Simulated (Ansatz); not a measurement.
# Grüneisen parameters and expansion of Sr3SnSe (hypothetical, Pm-3m)

Wanted: mode Grüneisen parameters of Sr3SnSe (hypothetical) and a free-energy fit over volumes. The crystal structure is hypothetical: it was made by swapping elements on a known structure type.

Main program and level: Ansatz 0.2.0; DFT PBEsol, scalar-relativistic, plane waves, PAW.

**1. Set-up**

It takes space group Pm-3m (No. 221, cubic). Conventional cell: a = 5.196 Å, b = 5.196 Å, c = 5.196 Å, α = 90.00°, β = 90.00°, γ = 90.00°. Nearest to Sr lie 2 Se at 2.60 Å. Nearest to Sn lie 12 Sr at 3.67 Å. Se has 6 Sr at 2.60 Å nearest. Farther neighbours and most contacts between anions are not listed.

**2. Probe on a coarse mesh**

A cheap single point shows whether the cell is a metal or an insulator and how far it is from rest; that sets the k-mesh and the occupations of what follows.

Contents of input.yaml:

```yaml
crystal:
  lattice:
    - [5.19641, 0.0, 0.0]
    - [0.0, 5.19641, 0.0]
    - [0.0, 0.0, 5.19641]
  atoms:
    - { symbol: Sr, position: [0.0, 0.5, 0.5] }
    - { symbol: Sr, position: [0.5, 0.0, 0.5] }
    - { symbol: Sr, position: [0.5, 0.5, 0.0] }
    - { symbol: Sn, position: [0.0, 0.0, 0.0] }
    - { symbol: Se, position: [0.5, 0.5, 0.5] }
kpoints:
  mp_grid: { grid: [4, 4, 4] }
hamiltonian:
  xc: pbesol
scf:
  occupations: { method: gaussian, width: 0.1 }
output:
  forces: true
  stress: true
  eigenvalues: true
```

Command:

```console
> ansatz run input.yaml --threads 4 --pin off --max-ram 16384MiB --backend cpu --events-out ev --progress --plain --runs-dir out
```

Numbers of over 12 decimals in the logs are rounded to 6 here.

Log:

```text
Engine: ansatz 0.2.0, aarch64-unknown-linux-gnu
Pseudopotentials: kind: paw
Pseudopotential: Sr, paw, valence charge 10, recommended cutoff 420 eV (normal), Sr.paw.azcp
Pseudopotential: Sn, paw, valence charge 14, recommended cutoff 420 eV (normal), Sn.paw.azcp
Pseudopotential: Se, paw, valence charge 16, recommended cutoff 420 eV (normal), Se.paw.azcp
Functional definition: PBEsol
  exchange = pbesol_x
  correlation = pbesol_c
Crystal: 5 atoms, lattice volume = 140.317 Å³
Basis set: ecut = 420 eV, 2777 PW (Γ), exchange–correlation on 72×72×72 points (8 copies of the dense FFT grid, shifted against one another)
Bands: 36, of which v1, the nominal top of the filled ones, is band 30 counted from 1 (29 counted from 0)
Symmetry: 48 space group operations
Space group: Pm-3m (ITA 221), of the structure as read, at distance tolerance 5.2e-5 Å
k-points: 10 of 64
Non-local potential: Sr, projectors of the file, l = 0: 3, l = 1: 2, l = 2: 2
Non-local potential: Sn, projectors of the file, l = 0: 2, l = 1: 2, l = 2: 2, l = 3: 2
Non-local potential: Se, projectors of the file, l = 0: 2, l = 1: 2, l = 2: 3, l = 3: 1
PAW form: soft (Blöchl's): semilocal exchange-correlation on the pseudo side does not see the compensation charge
PAW frozen core: Sr, regenerated for the run's functional, and the local potential with it (the file was generated under x = pbe(κ = 0.804, μ = 0.219515), c = pbe(β = 0.066725))
PAW frozen core: Sn, regenerated for the run's functional, and the local potential with it (the file was generated under x = pbe(κ = 0.804, μ = 0.219515), c = pbe(β = 0.066725))
PAW frozen core: Se, regenerated for the run's functional, and the local potential with it (the file was generated under x = pbe(κ = 0.804, μ = 0.219515), c = pbe(β = 0.066725))
PAW one-centre angular grid: Sr, 110 points (default); XC on 64 Gauss nodes
PAW one-centre angular grid: Sn, 590 points (default); XC on 64 Gauss nodes
PAW one-centre angular grid: Se, 590 points (default); XC on 64 Gauss nodes
Initial density: superposition of atomic densities (neutral atoms: chi_scale 0, normalization atom), corrected by the library's trained network
Initial wavefunctions: pseudopotential atomic-orbital guess
Functional: x = pbesol(κ = 0.804, μ = 0.123457), c = pbesol(β = 0.046)
SCF iter   1: F=—  HF=-21853.413266 eV  |F-HF|=—  |Δ(HF+E_count)|=         —  Δρ=3.87e-3  dr2=4.90e-2  ethr=1.77e-3  ⟨swp⟩=9.5  Hψ=1880  notcnv=0
preconditioner: auto → Resta (q_TF=auto, 2.368 Å⁻¹)  ε∞=2.8  [insulator: Δε(μ)=0.146 eV  Ē_g=15.394 eV  σ=0.100 eV  W_gap=0.68  n_scr=26 (ndim 8)  ℏωp=20.8 eV  f_vac=0.000  D(μ)=0.93/eV (n_scr^D=0)  ε∞_Penn≈2.8]
SCF iter   2: F=—  HF=-21853.398309 eV  |F-HF|=—  |Δ(HF+E_count)|=   1.50e-2  Δρ=1.48e-3  dr2=5.71e-3  ethr=8.17e-5  ⟨swp⟩=2.0  Hψ=565  notcnv=0  defer=2
SCF iter   3: F=—  HF=-21853.396545 eV  |F-HF|=—  |Δ(HF+E_count)|=   1.76e-3  Δρ=5.25e-4  dr2=4.26e-4  ethr=9.52e-6  ⟨swp⟩=2.1  Hψ=654  notcnv=0  defer=6
SCF iter   4: F=—  HF=-21853.396480 eV  |F-HF|=—  |Δ(HF+E_count)|=   6.43e-5  Δρ=2.28e-4  dr2=5.09e-5  ethr=7.09e-7  ⟨swp⟩=2.0  Hψ=428  notcnv=0  defer=6
SCF iter   5: F=—  HF=-21853.396479 eV  |F-HF|=—  |Δ(HF+E_count)|=   1.82e-6  Δρ=2.30e-5  dr2=6.52e-7  ethr=8.48e-8  ⟨swp⟩=2.9  Hψ=627  notcnv=0  defer=6
SCF iter   6: F=-21853.396479 eV  HF=-21853.396479 eV  |F-HF|=1.38e-8  |Δ(HF+E_count)|=   1.57e-7  Δρ=5.79e-6  dr2=3.91e-8  ethr=1.67e-10  ⟨swp⟩=11.1  Hψ=1743  notcnv=0
SCF 1 converged in 6 iterations: F = -21853.396479 eV  dr2 = 3.91e-8
  greatest PAW one-centre occupation: 1.000 electrons in one spin orbital (limit 2), on the Se atom at site 4 (counted from 0), in its partial waves of l = 2
SCF converged after 6 iterations
Free energy (F): -21853.396479 eV
Harris-Foulkes:  -21853.396479 eV  (|F-HF|=1.38e-8)
Internal energy: -21853.391997 eV  (E = F + TS)
E sigma→0 (E₀):  -21853.394238 eV
Entropy (-TS):   -0.004482 eV (-0.896 meV/atom)
Fermi energy:    10.016040 eV
--- Per-component energies (eV) ---
  E_band       = -682.886456
  E_kinetic    = 1068.763460
  E_local      = -5800.173032  (includes V_loc(G=0)·N_el)
  E_nonlocal   = -14.197205
  E_hartree    = 2507.662228
  E_xc         = -1007.691044
  E_vxc        = -693.098206  (∫ρ·V_xc dr)
  E_paw        = -13865.590737  (= ΣΔE_a)
  E_vpaw       = -259.498677  (= ΣTr[D̂ρ^β])
  E_aug_tail   = -0.000650  (compensation charges beyond the density's cutoff)
  E_ewald      = -4743.861350
  E_core_change = 1.696332  (= ΣΔE_core)
  E_smearing   = -0.004482  (= −TS)
  E_closure    = 0.000000  (closes the sum)
  Σ components = -21853.396479   (vs F -21853.396479, Δ=0.00e0)
--- Forces (eV/Å), atoms counted from 1 ---
  atom   1  Sr     0.00000000     0.00000000     0.00000000
  atom   2  Sr    -0.00000000    -0.00000000    -0.00000000
  atom   3  Sr    -0.00000000    -0.00000000     0.00000000
  atom   4  Sn    -0.00000000     0.00000000    -0.00000000
  atom   5  Se     0.00000000    -0.00000000     0.00000000
  max |Σ_I F_I| component: 8.68e-30 eV/Å
--- Stress (GPa, compression-positive) ---
       17.170306      -0.000000       0.000000
        0.000000      17.170306       0.000000
        0.000000       0.000000      17.170306
  P = ⅓ Tr σ = 17.1703 GPa (171.703 kbar)
--- Band table (eV; the first three rows and the last of 10) ---
  k-point 0: bands = [... 26 lower, 7.3618, 9.9613, 9.9613, 9.9613, 10.2016, 10.2016, 10.5174, 10.5174, ... 2 higher]
  k-point 1: bands = [... 26 lower, 7.1695, 8.5013, 9.5435, 9.5435, 10.1035, 10.6885, 11.2739, 11.5677, ... 2 higher]
  k-point 2: bands = [... 26 lower, 7.0101, 7.5490, 9.3322, 9.3322, 10.2771, 11.4657, 12.4293, 12.7609, ... 2 higher]
  k-point 9: bands = [... 26 lower, 4.4178, 9.2072, 9.2072, 9.2072, 11.5731, 11.5731, 11.5731, 12.8854, ... 2 higher]
```

Wall time 1.6 s (4 threads of Arm Neoverse V1, shared host); peak memory 0.45 GiB; 4 s of CPU time.

Reading the cycles: dr2 is the Hartree energy of the density residual (eV), the measure of convergence; HF is the Harris–Foulkes estimate of the energy, which meets the free energy F at convergence.

A gap read on the k-mesh alone can miss the band edges.

Numbers from this step:

| Quantity | Value |
| --- | --- |
| pressure | 17.17 GPa |
| volume per atom | 28.06 Å³ |
| gap on the k-mesh | 0.1422 eV |

The start is under 17 GPa at this level and looks like an insulator or semiconductor on this mesh.

**3. A loose first relaxation**

The start is far from rest, so a relaxation with loose thresholds first brings it near the minimum.

Edit input.yaml of step 2 so:

```diff
@@ -21 +21,6 @@
   eigenvalues: true
+relax:
+  adjacent_minimum: "off"
+  f_tol: 0.05
+  max_steps: 80
+  cell: { stress_tol: 0.5 }
```

Log:

```text
[...]
Crystal: 5 atoms, lattice volume = 140.317 Å³
Basis set: ecut = 420 eV, 2777 PW (Γ), exchange–correlation on 72×72×72 points (8 copies of the dense FFT grid, shifted against one another)
Bands: 36, of which v1, the nominal top of the filled ones, is band 30 counted from 1 (29 counted from 0)
Symmetry: 48 space group operations
[...]
k-points: 10 of 64
[...]
SCF iter   1: F=—  HF=-21853.413266 eV  |F-HF|=—  |Δ(HF+E_count)|=         —  Δρ=3.87e-3  dr2=4.90e-2  ethr=1.77e-3  ⟨swp⟩=9.5  Hψ=1880  notcnv=0
[...]
SCF iter   6: F=-21853.396479 eV  HF=-21853.396479 eV  |F-HF|=1.38e-8  |Δ(HF+E_count)|=   1.57e-7  Δρ=5.79e-6  dr2=3.91e-8  ethr=1.67e-10  ⟨swp⟩=11.1  Hψ=1743  notcnv=0
SCF 1 converged in 6 iterations: F = -21853.396479 eV  dr2 = 3.91e-8
[...]
relax step   1: F+E_penalty+E_count = -21853.39647873 eV  Δ(F+E_penalty+E_count) = +0.000e0 eV  max|allowed force component| = 2.030e-29 eV/Å  Δτ_max = 0.0000 Å  P = +17.170 GPa  Ω = 140.317 Å³  (6 SCF iters, dr2 threshold 1.00e-7 eV, accepted)
Crystal: 5 atoms, lattice volume = 161.855 Å³
Basis set: ecut = 420 eV, 3119 PW (Γ), exchange–correlation on 72×72×72 points (8 copies of the dense FFT grid, shifted against one another)
[...]
iter 1 solved again at ethr=2.16e-4 eV; its pass at ethr=3.10e-3 eV (dr2=1.30e-1 eV) is discarded
[...]
SCF iter   8: F=-21854.902833 eV  HF=-21854.902833 eV  |F-HF|=4.21e-8  |Δ(HF+E_count)|=   3.40e-7  Δρ=5.10e-6  dr2=4.60e-8  ethr=8.33e-10  ⟨swp⟩=10.7  Hψ=1903  notcnv=0
SCF 2 converged in 8 iterations: F = -21854.902833 eV  dr2 = 4.60e-8
relax step   2: F+E_penalty+E_count = -21854.90283314 eV  Δ(F+E_penalty+E_count) = -1.506e0 eV  max|allowed force component| = 5.818e-30 eV/Å  Δτ_max = 0.0000 Å  P = +6.425 GPa  Ω = 161.855 Å³  energy of the carried Pulay correction = -1.354e-3 eV  (8 SCF iters, dr2 threshold 5.00e-7 eV, accepted)
Crystal: 5 atoms, lattice volume = 178.160 Å³
Basis set: ecut = 420 eV, 3431 PW (Γ), exchange–correlation on 72×72×72 points (8 copies of the dense FFT grid, shifted against one another)
[...]
SCF iter   8: F=-21855.304106 eV  HF=-21855.304106 eV  |F-HF|=5.31e-9  |Δ(HF+E_count)|=   2.84e-7  Δρ=1.68e-6  dr2=9.78e-9  ethr=3.01e-10  ⟨swp⟩=4.9  Hψ=1359  notcnv=0
SCF 3 converged in 8 iterations: F = -21855.304106 eV  dr2 = 9.78e-9
relax step   3: F+E_penalty+E_count = -21855.30410571 eV  Δ(F+E_penalty+E_count) = -4.013e-1 eV  max|allowed force component| = 3.095e-29 eV/Å  Δτ_max = 0.0000 Å  P = +1.842 GPa  Ω = 178.160 Å³  energy of the carried Pulay correction = -2.258e-3 eV  (8 SCF iters, dr2 threshold 5.00e-7 eV, accepted)
[...]
relax step   4: F+E_penalty+E_count = -21855.35425661 eV  Δ(F+E_penalty+E_count) = -5.015e-2 eV  max|allowed force component| = 1.078e-29 eV/Å  Δτ_max = 0.0000 Å  P = +0.381 GPa  Ω = 185.674 Å³  energy of the carried Pulay correction = -2.645e-3 eV  (6 SCF iters, dr2 threshold 5.00e-7 eV, accepted)
Basis set: ecut = 420 eV, 3695 PW (Γ), exchange–correlation on 80×80×80 points (8 copies of the dense FFT grid, shifted against one another)
[...]
SCF iter   5: F=-21855.357540 eV  HF=-21855.357540 eV  |F-HF|=6.95e-10  |Δ(HF+E_count)|=   7.25e-9  Δρ=1.03e-6  dr2=2.43e-9  ethr=8.33e-12  ⟨swp⟩=6.3  Hψ=1348  notcnv=0
SCF 5 converged in 5 iterations: F = -21855.357540 eV  dr2 = 2.43e-9
relax step   5: F+E_penalty+E_count = -21855.35754027 eV  Δ(F+E_penalty+E_count) = -3.284e-3 eV  max|allowed force component| = 2.340e-30 eV/Å  Δτ_max = 0.0000 Å  P = +0.405 GPa  Ω = 185.674 Å³  stress off target by 4.05e-1 GPa  SCF on the basis re-selected at this cell (its energy is not comparable with the rows above)  (5 SCF iters)
basis re-selected at this cell: Δ(F+E_penalty+E_count) = -3.284e-3 eV, ΔP = +0.024 GPa vs the last step (what re-selecting the basis moved, of the pressure what is left beyond the Pulay correction that the steps carried, after the strain that the cell walked since its last selection, with what the two solves' SCF thresholds leave and, on support functions, any second-order correction that the steps lacked; it is no measure of the basis error at this ecutwfc). The dense FFT grid was sized anew with the basis: this SCF ran on 40×40×40 points, the steps before it on 36×36×36, so part of this shift can come from that change (see relax.cell in the input reference). [rest of the remark cut]
SCF converged after 5 iterations
Free energy (F): -21855.357540 eV
[...]
Internal energy: -21855.350047 eV  (E = F + TS)
E sigma→0 (E₀):  -21855.353794 eV
Entropy (-TS):   -0.007494 eV (-1.499 meV/atom)
Fermi energy:    7.423370 eV
[...]
--- Stress (GPa, compression-positive) ---
        0.404943      -0.000000       0.000000
       -0.000000       0.404943       0.000000
        0.000000       0.000000       0.404943
  P = ⅓ Tr σ = 0.4049 GPa (4.049 kbar)
--- Band table (eV; the first three rows and the last of 10) ---
  k-point 0: bands = [... 26 lower, 3.7741, 7.4390, 7.4390, 7.4522, 7.4522, 7.4522, 7.4656, 7.4656, ... 2 higher]
  k-point 1: bands = [... 26 lower, 3.6915, 5.7642, 6.8592, 6.8592, 7.5823, 7.8155, 7.8917, 8.5314, ... 2 higher]
  k-point 2: bands = [... 26 lower, 3.6146, 5.0711, 6.6672, 6.6672, 7.7249, 8.4479, 8.5371, 9.4917, ... 2 higher]
  k-point 9: bands = [... 26 lower, 2.1027, 6.2958, 6.2958, 6.2958, 8.3716, 8.3716, 8.3716, 9.6836, ... 2 higher]
--- Relaxed structure (4 steps of the walk, 4 accepted, 1 SCFs on fresh bases) ---
  F+E_penalty+E_count = -21855.35754027 eV   max|allowed force component| = 2.340e-30 eV/Å   (the final SCF, on the basis selected at the relaxed cell)
  cell:  # Å, volume = 185.6739 Å³
    - [5.704929, 0, 0]
    - [0, 5.704929, 0]
    - [0, 0, 5.704929]
  atoms:
    - { symbol: Sr, position: [0, 0.5, 0.5] }
    - { symbol: Sr, position: [0.5, 0, 0.5] }
    - { symbol: Sr, position: [0.5, 0.5, 0] }
    - { symbol: Sn, position: [0, 0, 0] }
    - { symbol: Se, position: [0.5, 0.5, 0.5] }
```

Run time: 5.8 s. Hardware: 4 threads; peak memory 0.53 GiB.

Relaxation path:

```
step  energy less that of the first step (eV)  largest force component (eV/Å)  pressure (GPa)  volume (Å³)
   1                                   0.0000                          0.0000           17.17       140.32
   2                                  -1.5064                          0.0000            6.42       161.86
   3                                  -1.9076                          0.0000            1.84       178.16
   4                                  -1.9578                          0.0000            0.38       185.67
  5*                                  -1.9611                          0.0000            0.40       185.67
```

Relaxation steps marked * repeat the geometry before them on a plane-wave basis chosen anew for their cell, so energy and pressure can jump there.

The run keeps the 48 symmetry operations that it works with, so distortions that break them were not tested.

```
conventional cell, symmetrised  before  after   change
                         a (Å)   5.196  5.705   +9.8 %
                         b (Å)   5.196  5.705   +9.8 %
                         c (Å)   5.196  5.705   +9.8 %
              volume (Å³/atom)   28.06  37.13  +32.3 %
```

This step gave:

```yaml
pressure: 0.4049 GPa
volume_per_atom: 37.13 Å³
gap_on_the_k_mesh: 0 eV
```

The relaxation ends with a pressure of 0.40 GPa.

(Continued in part 2 of 4.)

[Logs are printed without paths, hosts, clocks, repeated set-up lines and the standing remarks that a program may print on its own settings, such as how far it seeks lower states.]

[Hosts, paths, dates, database ids (printed as entryN), source tags and the programs' standing remarks are cut or masked in the printed files.]

[A step with changed settings may run another functional than the one named; its input shows which.]


